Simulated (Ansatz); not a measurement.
# Ce: which shell does photoemission see at 21.2 and 250 eV? (PBE)

The valence band of Ce mixes several shells. Work out by hand which one leads the spectrum's area at each photon energy.

Filled states come from the projected DOS of Ansatz 0.2.0 (PBE, plane waves); cross sections σ and asymmetry parameters β are those of free atoms in a Dirac–Hartree–Slater calculation. A shell's area is states × σ × angular factor, which is 1 + β·P₂(cos θ) for linear light, with θ = 0° from the polarisation and P₂ = 1.000.

**At 21.2 eV** (states counted from 11.2 eV below the zero; other shells add 0.049 to the products' sum of 15.1):

| shell | filled states a cell | cross section (Mb an electron) | β | angular factor | product | share by hand (%) | share in the simulated spectrum (%) |
| --- | --- | --- | --- | --- | --- | --- | --- |
| Ce 5p | 0.00 | 0 | 0.00 | 1.00 | 0 | 0 | 0 |
| Ce 5d | 2.31 | 3.59 | 0.74 | 1.75 | 14.5 | 96 | 96 |
| Ce 4f | 1.14 | 0.192 | 1.79 | 2.79 | 0.61 | 4 | 4 |

**At 250 eV** (states counted from 19.8 eV below the zero; other shells add 0.0052 to the products' sum of 0.742):

| shell | filled states a cell | cross section (Mb an electron) | β | angular factor | product | share by hand (%) | share in the simulated spectrum (%) |
| --- | --- | --- | --- | --- | --- | --- | --- |
| Ce 5p | 5.85 | 0.02 | 0.92 | 1.92 | 0.225 | 30 | 31 |
| Ce 5d | 2.41 | 0.00994 | 0.45 | 1.45 | 0.0346 | 5 | 5 |
| Ce 4f | 1.14 | 0.24 | 0.74 | 1.74 | 0.478 | 64 | 64 |

Ce 5d leads at 21.2 eV and Ce 4f at 250 eV. Between the two energies σ of Ce 5d changes by a factor 0.0028 and that of Ce 4f by 1.3, so their ratio moves 451-fold in favour of the second. The simulated spectrum uses the same rule on the energy-resolved DOS, so the two share columns agree within a few points.

Only crystals where the two columns agree within 4 points and the lead is clear are worked in this form. Free-atom cross sections ignore the solid's final states, no escape depth or background enters, and the count of states a shell hangs on the projection.
